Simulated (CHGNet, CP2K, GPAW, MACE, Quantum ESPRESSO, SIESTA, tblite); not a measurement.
# SIESTA on random fcc alloy of Ir and Pd (108 atoms): settings against a plane-wave reference

Wanted: SIESTA inputs and outputs for random fcc alloy of Ir and Pd (108 atoms), checked against a plane-wave reference.

Method: the method is named at each step, in SIESTA 5.4.2.

In doubt: a PseudoDojo file used here is known to give poor structures and forces (steps 2, 3), which bears on pressures, cells, forces and phonons.

## (1) The structure

The cell holds 108 atoms: 40 Pd and 68 Ir. Its edges and angles: a = 11.574 Å, b = 11.574 Å, c = 11.574 Å, α = 90.0°, β = 90.0°, γ = 90.0°. It derives from Ir (fcc), repeated 3×3×3. Fcc Ir, 3 x 3 x 3 conventional cells, 40 of 108 Ir sites given to Pd at random (x = 0.370), lattice by Vegard's rule (a = 3.858 Å); not relaxed, displaced by a Gaussian of 0.02 Å. Then every atom was moved at random, 0.02 Å r.m.s. a Cartesian component.

The yardstick, on the same geometry:

| Property | Result |
| --- | --- |
| method | Kohn-Sham DFT, PBE, SSSP efficiency 1.3.0 pseudopotentials, plane waves (Quantum ESPRESSO 7.5); sssp-pbe-1.3.0-efficiency, cutoffs 55/440 Ry, Γ point |
| r.m.s. force component | 0.5673 eV/Å |
| longest force | 1.846 eV/Å |
| pressure | 6.252 GPa |
| time | 81 min on 1 thread of Arm Neoverse V2, shared host |
| CPU time | 81 min |

## (2) PBE, DZP, shift 0.01 Ry, mesh 300 Ry

Method: Kohn-Sham DFT, PBE, PseudoDojo 0.4.1 norm-conserving pseudopotentials (converted to PSML), numerical atomic orbitals (DZP), diagonalisation.

The .psml files are PseudoDojo norm-conserving potentials that we converted to this format, checked against plane waves on the same files for H, C, O, Si, Ge and Ca alone.

input.fdf

```
SystemLabel cell
NumberOfAtoms 108
NumberOfSpecies 2
%block ChemicalSpeciesLabel
  1 46 Pd
  2 77 Ir
%endblock ChemicalSpeciesLabel
LatticeConstant 1.0 Ang
%block LatticeVectors
  11.57370 0.00000 0.00000
  0.00000 11.57370 0.00000
  0.00000 0.00000 11.57370
%endblock LatticeVectors
PAO.BasisSize DZP
PAO.EnergyShift 0.01 Ry
XC.Functional GGA
XC.Authors PBE
MeshCutoff 300 Ry
%block kgrid_Monkhorst_Pack
  1 0 0 0.0
  0 1 0 0.0
  0 0 1 0.0
%endblock kgrid_Monkhorst_Pack
SolutionMethod diagon
OccupationFunction FD
ElectronicTemperature 580 K
SCF.Mixer.Method Pulay
SCF.Mixer.Weight 0.05
SCF.Mixer.History 8
SCF.Mix Hamiltonian
MaxSCFIterations 300
SCF.DM.Tolerance 1e-04
SCF.H.Tolerance 1.0e-3 eV
WriteForces T
Write.HirshfeldPop T
Write.VoronoiPop T
Write.DM F
Write.H F
XML.Write F
AtomicCoordinatesFormat Fractional
%block AtomicCoordinatesAndAtomicSpecies
  0.99620 0.99842 0.99860 1
  0.99898 0.16835 0.16409 1
  0.16589 0.00002 0.16565 2
  0.16682 0.16272 0.00067 1
  0.99950 0.00339 0.33171 1
  0.00088 0.16584 0.49837 1
  0.16798 0.99380 0.50034 2
  0.16616 0.16574 0.33037 2
  0.00209 0.00059 0.66787 2
  0.00387 0.16586 0.83567 1
  0.16485 0.00221 0.83536 2
  0.16446 0.16496 0.66435 2
  0.99980 0.33377 0.00091 1
  0.99957 0.49617 0.16706 2
  0.16861 0.33814 0.16442 1
  0.16892 0.49814 0.99916 1
  0.00044 0.33270 0.33498 2
  0.99883 0.49789 0.49925 1
  0.16510 0.33312 0.49999 2
  0.16725 0.50020 0.33361 2
  0.99910 0.33223 0.66335 1
  0.00010 0.49934 0.83329 2
  0.16632 0.33364 0.83469 2
  0.15930 0.50135 0.66820 1
  0.99933 0.67036 0.00380 2
  0.99603 0.82864 0.16785 2
  0.16672 0.66811 0.16796 2
  0.16467 0.83532 0.00074 1
  0.00028 0.66779 0.33331 1
  0.00202 0.83669 0.49818 2
  0.17180 0.66565 0.49346 2
  0.16446 0.83209 0.33531 2
  0.00197 0.66327 0.67159 1
  0.00098 0.83336 0.83276 2
  0.16963 0.66529 0.83425 1
  0.16560 0.83096 0.66249 2
  0.33413 0.00062 0.99551 2
  0.32937 0.16537 0.16466 2
  0.50412 0.00199 0.16766 1
  0.50100 0.16693 0.00101 1
  0.32856 0.99745 0.33405 2
  0.32747 0.16856 0.50499 2
  0.50127 0.00165 0.50096 2
  0.50276 0.16764 0.33198 2
  0.33396 0.99597 0.66357 1
  0.33008 0.16757 0.83496 2
  0.49738 0.99748 0.83547 2
  0.50080 0.16473 0.66472 2
  0.33260 0.33405 0.00217 2
  0.33785 0.50088 0.16946 1
  0.49834 0.32981 0.17166 1
  0.49731 0.50153 0.00279 1
  0.33515 0.33456 0.33093 1
  0.33235 0.49965 0.49729 2
  0.49603 0.33223 0.50184 1
  0.49680 0.50431 0.33204 2
[... 48 atom lines left out ...]
  0.66078 0.66503 0.66595 1
  0.66247 0.83590 0.83067 1
  0.83221 0.67052 0.83223 1
  0.83172 0.83655 0.66844 2
%endblock AtomicCoordinatesAndAtomicSpecies
```

Run with:

```
OMP_NUM_THREADS=1 mpirun -np 4 siesta < input.fdf > output.txt
```

The program printed:

```text
Version         : 5.4.2
reinit: System Name:
reinit: System Label: cell
initatom: Reading input for the pseudopotentials and atomic orbitals ----------
Species number:   1 Atomic number:   46 Label: Pd
Species number:   2 Atomic number:   77 Label: Ir
Ground state valence configuration (from tables):   5s01  5p00  4d09  4f00
Ground state valence configuration (from tables):   6s02  6p00  5d07  5f00
---- Processing specs for species: Pd
GGA--PBE XC_GGA_X_PBE--XC_GGA_C_PBE pb
Semicore shell(s) with  8 electrons included in the valence for Pd
---- Processing specs for species: Ir
GGA--PBE XC_GGA_X_PBE--XC_GGA_C_PBE pb
Semicore shell(s) with  8 electrons included in the valence for Ir
Semicore shell(s): 4s 4p
Fallback to non-perturbative polarization scheme for Pd
Please see the manual if this is not desired in principle
Semicore shell(s): 5s 5p
Fallback to non-perturbative polarization scheme for Ir
Please see the manual if this is not desired in principle
Pd pseudopotential only contains V_ls up to l=2 -- lmxkb reset.
Using PAO.SplitTailNorm
%block ChemicalSpeciesLabel
    1   46 Pd                      # Species index, atomic number, species label
    2   77 Ir                      # Species index, atomic number, species label
%endblock ChemicalSpeciesLabel
%block PAO.Basis                 # Define Basis set
Pd                    5                    # Species label, number of l-shells
 n=4   0   1                         # n, l, Nzeta
   2.568
   1.000
 n=5   0   2                         # n, l, Nzeta
   7.504      5.540
   1.000      1.000
 n=4   1   1                         # n, l, Nzeta
   2.914
   1.000
 n=5   1   1                         # n, l, Nzeta
   7.504
   1.000
 n=4   2   2                         # n, l, Nzeta
   4.908      3.224
   1.000      1.000
Ir                    5                    # Species label, number of l-shells
 n=5   0   1                         # n, l, Nzeta
[...]
n=6   0   2                         # n, l, Nzeta
   5.960      4.325
   1.000      1.000
 n=5   1   1                         # n, l, Nzeta
[...]
1.000
 n=6   1   1                         # n, l, Nzeta
   5.960
   1.000
 n=5   2   2                         # n, l, Nzeta
   4.830      3.273
   1.000      1.000
%endblock PAO.Basis
coor:   Atomic-coordinates input format  =     Fractional
siesta: System type = bulk
initatomlists: Number of atoms, orbitals, and projectors:    108  2052  2896
siesta: ******************** Simulation parameters ****************************
Total number of electrons:  1876.000000
Total ionic charge:  1876.000000
 Kpoints in:            1 . Kpoints trimmed:            1
siesta: k-grid: Number of k-points = 1
siesta: k-points from Monkhorst-Pack grid
siesta: k-cutoff (effective) =     5.787 Ang
siesta: k-point supercell and displacements
siesta: k-grid:     1     0     0      0.000
siesta: k-grid:     0     1     0      0.000
siesta: k-grid:     0     0     1      0.000
                     ====================================
                        Single-point calculation
                     ====================================
outcell: Unit cell vectors (Ang):
       11.573700    0.000000    0.000000
        0.000000   11.573700    0.000000
        0.000000    0.000000   11.573700
outcell: Cell vector modules (Ang)   :   11.573700   11.573700   11.573700
outcell: Cell angles (23,13,12) (deg):     90.0000     90.0000     90.0000
outcell: Cell volume (Ang**3)        :   1550.3033
Gamma-point calculation with multiply-connected orbital pairs
Gamma-point calculation with multiply-connected orbital pairs
Folding of H and S implicitly performed
Folding of H and S implicitly performed
new_DM -- step:     1
Initializing Density Matrix...
Attempting to read DM from file... Failed...
DM filled with atomic data:
InitMesh: MESH = 128 x 128 x 128 = 2097152
InitMesh: Mesh cutoff (required, used) =   300.000   338.047 Ry
stepf: Fermi-Dirac step function
        iscf     Eharris(eV)        E_KS(eV)     FreeEng(eV)     dDmax    Ef(eV) dHmax(eV)
   scf:    1  -358775.655258  -359486.872774  -359487.708057  1.409441 -0.696784 40.352527
   scf:    2  -359552.062515  -359878.468304  -359879.277147  1.053352 -1.083083 46.232785
   scf:    3  -360104.536762  -360126.689363  -360127.562887  0.507062 -1.274249 19.183341
   scf:    4  -360422.228744  -360339.739777  -360340.756841  0.211890 -1.701250 13.710960
   scf:    5  -360378.597618  -360377.050026  -360378.086735  0.123615 -1.902935  9.593890
   scf:    6  -360398.478517  -360393.074333  -360394.106879  0.073575 -2.005580  6.560543
[...]
scf:   41  -360430.689049  -360430.689028  -360431.790841  0.000070 -2.956991  0.001663
   scf:   42  -360430.689052  -360430.689041  -360431.790842  0.000040 -2.957079  0.001386
   scf:   43  -360430.689068  -360430.689054  -360431.790844  0.000038 -2.957130  0.000863
SCF Convergence by DM+H criterion
max |DM_out - DM_in|         :     0.0000382734
max |H_out - H_in|      (eV) :     0.0008633702
SCF cycle converged after 43 iterations
Using DM_out to compute the final energy and forces
siesta: E_KS(eV) =          -360430.6891
siesta: E_KS - E_eggbox =   -360430.6891
siesta: Atomic forces (eV/Ang):
     1    0.144839   -0.056753    0.370294
     2   -0.017840    0.030861    0.452549
     3    0.912900   -0.402267    0.791038
     4    0.237953    0.735462   -0.020858
     5   -0.105783   -0.746624    0.077207
     6   -0.112635   -0.079885    0.145291
[...]
106    0.350651   -0.232979    0.338785
   107   -0.234818   -0.737800    0.038427
   108    0.849846   -0.190318   -1.171721
----------------------------------------
   Tot    0.097598    0.078488   -0.111775
----------------------------------------
   Max    1.582292
   Res    0.598335    sqrt( Sum f_i^2 / 3N )
----------------------------------------
   Max    1.582292    constrained
Stress tensor Voigt[x,y,z,yz,xz,xy] (kbar):      -56.51      -57.88      -55.86       -0.32        1.93       -0.34
(Free)E + p*V (eV/cell)  -360376.8798
Target enthalpy (eV/cell)  -360431.7908
siesta: Program's energy decomposition (eV):
siesta: Ebs     =    -60665.600595
siesta: Eions   =    481890.338507
siesta: Ena     =     60309.967132
siesta: Ekin    =    108776.100061
siesta: Enl     =     12236.820491
siesta: DEna    =      3477.365587
siesta: DUscf   =       105.214118
siesta: Ex      =    -59602.975040
siesta: Ec      =     -3842.842897
siesta: Exc     =    -63445.817937
siesta: Eharris =   -360430.689068
siesta: Etot    =   -360430.689054
siesta: FreeEng =   -360431.790844
siesta: Final energy (eV):
siesta:  Band Struct. =  -60665.600595
siesta:       Kinetic =  108776.100061
siesta:       Hartree =   55055.404203
siesta:         Exch. =  -59602.975040
siesta:         Corr. =   -3842.842897
siesta:   Exch.-corr. =  -63445.817937
siesta:  Ion-electron = -231689.728642
siesta:       Ion-ion = -229126.646740
siesta:         Total = -360430.689054
siesta:         Fermi =      -2.957130
siesta: Stress tensor (static) (eV/Ang**3):
siesta:    -0.035270   -0.000211    0.001205
siesta:    -0.000211   -0.036123   -0.000201
siesta:     0.001205   -0.000201   -0.034866
siesta: Cell volume =       1550.303269 Ang**3
siesta: Pressure (static):
siesta:                Solid            Molecule  Units
siesta:           0.00038577          0.00018144  Ry/Bohr**3
siesta:           0.03541957          0.01665875  eV/Ang**3
siesta:          56.74841067         26.69025422  kBar
    Orbital volume contribution        =          74.134691 eV
    (Free)E + p_basis*V_orbitals       =     -360357.656153 eV
    (Free)Eharris+ p_basis*V_orbitals  =     -360357.656166 eV
Hirshfeld Atomic Populations:
Atom #   charge [q] valence [e]  Species
     1    -0.189856   18.189856  Pd
     2    -0.188321   18.188321  Pd
     3     0.142976   16.857024  Ir
     4    -0.203939   18.203939  Pd
     5    -0.247497   18.247497  Pd
     6    -0.265939   18.265939  Pd
     7     0.086564   16.913436  Ir
     8     0.141052   16.858948  Ir
     9     0.107905   16.892095  Ir
    10    -0.214502   18.214502  Pd
    11     0.165412   16.834588  Ir
    12     0.120988   16.879012  Ir
[...]
--------------------
 Total     0.000016
Voronoi Atomic Populations:
Atom #   charge [q] valence [e]  Species
[...]
103     0.151530   16.848470  Ir
   104     0.165547   16.834453  Ir
   105    -0.289227   18.289227  Pd
   106    -0.282511   18.282511  Pd
   107    -0.284723   18.284723  Pd
   108     0.136894   16.863106  Ir
--------------------
 Total     0.000013
```

The job ended after 5.5 min (4 MPI ranks of Arm Neoverse V2, shared host; peak memory 2.5 GiB).

Banners, paths, timers and routine set-up lines are dropped from the logs unmarked, and long logs keep their key lines alone; longer cuts are marked.

Numbers from this run, and their distance from the reference:

```
r.m.s. force component                  : 0.5983 eV/Å
r.m.s. difference of force components   : 131.2 meV/Å
longest difference of force vectors     : 500.1 meV/Å
force difference over r.m.s. force      : 23.14 %
slope of forces against the reference's : 1.03
correlation of force components         : 0.976
pressure                                : 5.675 GPa
pressure difference                     : -0.5774 GPa
```

Length of the force difference by element (eV/Å):

| element | atoms | mean | most |
| --- | --- | --- | --- |
| Ir | 68 | 0.26 | 0.50 |
| Pd | 40 | 0.099 | 0.19 |

Local excerpt of 13 atoms (numbers count through the whole input) about Pd21, picked at random; x, y, z are measured from there.

| atom | x | y | z | distance (Å) | bonds | Hirshfeld charge (e) | Fx | Fy | Fz (eV/Å) |
| --- | --- | --- | --- | --- | --- | --- | --- | --- | --- |
| Pd21 | 0.00 | 0.00 | 0.00 | 0.00 | 12 | -0.20 | -0.19 | -0.05 | 0.74 |
| Ir91 | -1.93 | 0.02 | -1.87 | 2.69 | 12 | 0.12 | -1.12 | -0.12 | -1.16 |
| Ir19 | 1.92 | 0.01 | -1.89 | 2.70 | 12 | 0.14 | 1.07 | -0.21 | -0.30 |
| Pd24 | 1.85 | 1.96 | 0.06 | 2.70 | 12 | -0.23 | 1.58 | -0.64 | -0.12 |
| Pd18 | 0.00 | 1.92 | -1.90 | 2.70 | 12 | -0.24 | 0.04 | 0.52 | -0.17 |
| Pd6 | 0.02 | -1.93 | -1.91 | 2.71 | 12 | -0.27 | -0.11 | -0.08 | 0.15 |
| Ir12 | 1.91 | -1.94 | 0.01 | 2.72 | 12 | 0.12 | 0.54 | 0.27 | 0.84 |
| Pd84 | -1.95 | -1.91 | 0.04 | 2.73 | 12 | -0.27 | 0.33 | -0.44 | 0.22 |
| Ir96 | -1.99 | 1.89 | 0.03 | 2.74 | 12 | 0.14 | 0.96 | 0.63 | 0.56 |
| Ir95 | -1.93 | 0.04 | 1.96 | 2.75 | 12 | 0.17 | -0.24 | -0.31 | 0.00 |
| Ir22 | 0.01 | 1.93 | 1.97 | 2.76 | 12 | 0.22 | -0.61 | -0.14 | 0.44 |
| Ir23 | 1.94 | 0.02 | 1.98 | 2.77 | 12 | 0.17 | 0.79 | 0.32 | -0.64 |
| Pd10 | 0.06 | -1.93 | 1.99 | 2.77 | 12 | -0.21 | -1.03 | 0.14 | -0.38 |

Forces lie 23 % from the reference's, at 0.27 times its CPU time (on 4 against 1 cores).

The difference per atom is largest on Ir (0.26 eV/Å on average, against 0.099 on Pd).

## (3) PBE, SZ, shift 0.01 Ry, mesh 300 Ry

Method: Kohn-Sham DFT, PBE, PseudoDojo 0.4.1 norm-conserving pseudopotentials (converted to PSML), numerical atomic orbitals (SZ), diagonalisation.

input.fdf, as its differences from that of step 2:

```diff
@@ -13,3 +13,3 @@
 %endblock LatticeVectors
-PAO.BasisSize DZP
+PAO.BasisSize SZ
 PAO.EnergyShift 0.01 Ry
```

Run with:

```
OMP_NUM_THREADS=1 siesta < input.fdf > output.txt
```

The program printed:

```text
Version         : 5.4.2
reinit: System Name:
reinit: System Label: cell
initatom: Reading input for the pseudopotentials and atomic orbitals ----------
Species number:   1 Atomic number:   46 Label: Pd
Species number:   2 Atomic number:   77 Label: Ir
Ground state valence configuration (from tables):   5s01  5p00  4d09  4f00
Ground state valence configuration (from tables):   6s02  6p00  5d07  5f00
---- Processing specs for species: Pd
GGA--PBE XC_GGA_X_PBE--XC_GGA_C_PBE pb
Semicore shell(s) with  8 electrons included in the valence for Pd
[... lines left out ...]
stepf: Fermi-Dirac step function
        iscf     Eharris(eV)        E_KS(eV)     FreeEng(eV)     dDmax    Ef(eV) dHmax(eV)
[... lines left out ...]
SCF Convergence by DM+H criterion
[... lines left out ...]
SCF cycle converged after 40 iterations
[... lines left out ...]
   Max    2.430443
[... lines left out ...]
   Max    2.430443    constrained
Stress tensor Voigt[x,y,z,yz,xz,xy] (kbar):      -56.07      -55.19      -50.44        8.28       -0.65        3.67
[... lines left out ...]
siesta: FreeEng =   -359802.521731
[... lines left out ...]
siesta:       Ion-ion = -229126.646740
siesta:         Total = -359801.485896
siesta:         Fermi =       0.057559
siesta: Stress tensor (static) (eV/Ang**3):
siesta:    -0.034994    0.002291   -0.000406
siesta:     0.002291   -0.034445    0.005170
siesta:    -0.000406    0.005170   -0.031481
siesta: Cell volume =       1550.303269 Ang**3
siesta: Pressure (static):
siesta:                Solid            Molecule  Units
siesta:           0.00036639          0.00018541  Ry/Bohr**3
siesta:           0.03363993          0.01702384  eV/Ang**3
siesta:          53.89711034         27.27520434  kBar
    Orbital volume contribution        =          37.457226 eV
    (Free)E + p_basis*V_orbitals       =     -359765.064505 eV
    (Free)Eharris+ p_basis*V_orbitals  =     -359765.064493 eV
Hirshfeld Atomic Populations:
Atom #   charge [q] valence [e]  Species
     1    -0.210026   18.210026  Pd
     2    -0.222511   18.222511  Pd
     3     0.171284   16.828716  Ir
     4    -0.234485   18.234485  Pd
[...]
7     0.079860   16.920140  Ir
     8     0.155173   16.844827  Ir
[...]
--------------------
 Total    -0.000063
Voronoi Atomic Populations:
Atom #   charge [q] valence [e]  Species
[...]
104     0.171514   16.828486  Ir
[...]
106    -0.330686   18.330686  Pd
   107    -0.341839   18.341839  Pd
   108     0.155862   16.844138  Ir
--------------------
 Total    -0.000066
```

Wall time 5 min (1 thread); peak memory 0.93 GiB.

Numbers from this run, and their distance from the reference:

```yaml
r_m_s_force_component: 0.6896 eV/Å
r_m_s_difference_of_force_components: 333.5 meV/Å
longest_difference_of_force_vectors: 1313 meV/Å
force_difference_over_r_m_s_force: 58.79 %
slope_of_forces_against_the_reference_s: 1.066
correlation_of_force_components: 0.877
pressure: 5.39 GPa
pressure_difference: -0.8626 GPa
```

This is a coarse setting, run to see what it loses.

Against the first run (23 %), the force difference from the reference is 59 %, at 0.23 times the CPU time (on 1 against 4 cores), with 1080 basis functions against 2052: the smaller basis costs accuracy.

## (4) The ladder

Differences are against the plane-wave reference, forces as r.m.s. over components; share is that over the reference's r.m.s. force, slope the least-squares factor from reference forces to these. Total energies of different programs have different zeros and aren't compared.

| run | Δ force, r.m.s. (meV/Å) | share (%) | slope | Δ pressure (GPa) | cores | CPU time | memory (GiB) |
| --- | --- | --- | --- | --- | --- | --- | --- |
| reference | - | - | - | - | 1 | 81 min | 7.5 |
| SIESTA PBE, DZP, shift 0.01 Ry, mesh 300 Ry | 131 | 23.1 | 1.030 | -0.577 | 4 | 22 min | 2.5 |
| SIESTA PBE, SZ, shift 0.01 Ry, mesh 300 Ry (coarse) | 334 | 58.8 | 1.066 | -0.863 | 1 | 5 min | 0.93 |

Rows marked coarse were listed beforehand as settings not expected to be converged; some can still land near the reference.

CPU time is summed over cores on a shared host, where runs went side by side, so it is rough. Symmetry, cutoffs, thresholds, outputs and thread counts weren't matched or tuned between programs; memory under MPI is the largest rank's times the ranks.

## (5) Outcome

```json
{
  "nearest in forces": "SIESTA PBE, DZP, shift 0.01 Ry, mesh 300 Ry, 23 %",
  "its CPU time": "22 min"
}
```

In words: The PBE run in local orbitals, coarse settings apart, differs by 23 % (SIESTA PBE, DZP, shift 0.01 Ry, mesh 300 Ry); basis, grid and potentials can all enter. Runs with settings chosen to be coarse differ by 59 % (SIESTA PBE, SZ, shift 0.01 Ry, mesh 300 Ry), their programs' other errors included. Of the electronic-structure runs that take under half the reference's CPU time, SIESTA PBE, DZP, shift 0.01 Ry, mesh 300 Ry comes nearest, at 23 % in 22 min against 81 min. The potentials hold different valence shells: 1740 electrons in the reference, 1876 in SIESTA; this bears on time and differences. The reference's pressure holds the uncorrected Pulay stress of its 55 Ry basis, so small pressure differences, and their order, may be the reference's own error. A potential file of the SIESTA runs is in doubt, which bears on their forces and pressure. The host structure and its lattice constant were typed by rule, without a check against the phase diagram. The reference's pressure of 6.3 GPa belongs to a cell and atoms that aren't relaxed at this level. The electronic-structure runs sample only Γ, in a cell whose shortest periodic width is 12 Å, which is coarse for a cell with partly filled levels. Spin–orbit coupling is left out, which matters for the levels of the heavy elements.

[Also dropped from logs without a mark: logging warnings of Python, and SIESTA's first energy breakdown and zero terms.]

[Logs are printed without paths, hosts, clocks, repeated set-up lines and the standing remarks that a program may print on its own settings, such as how far it seeks lower states.]

[Hosts, paths, dates, database ids (printed as entryN), source tags and the programs' standing remarks are cut or masked in the printed files.]
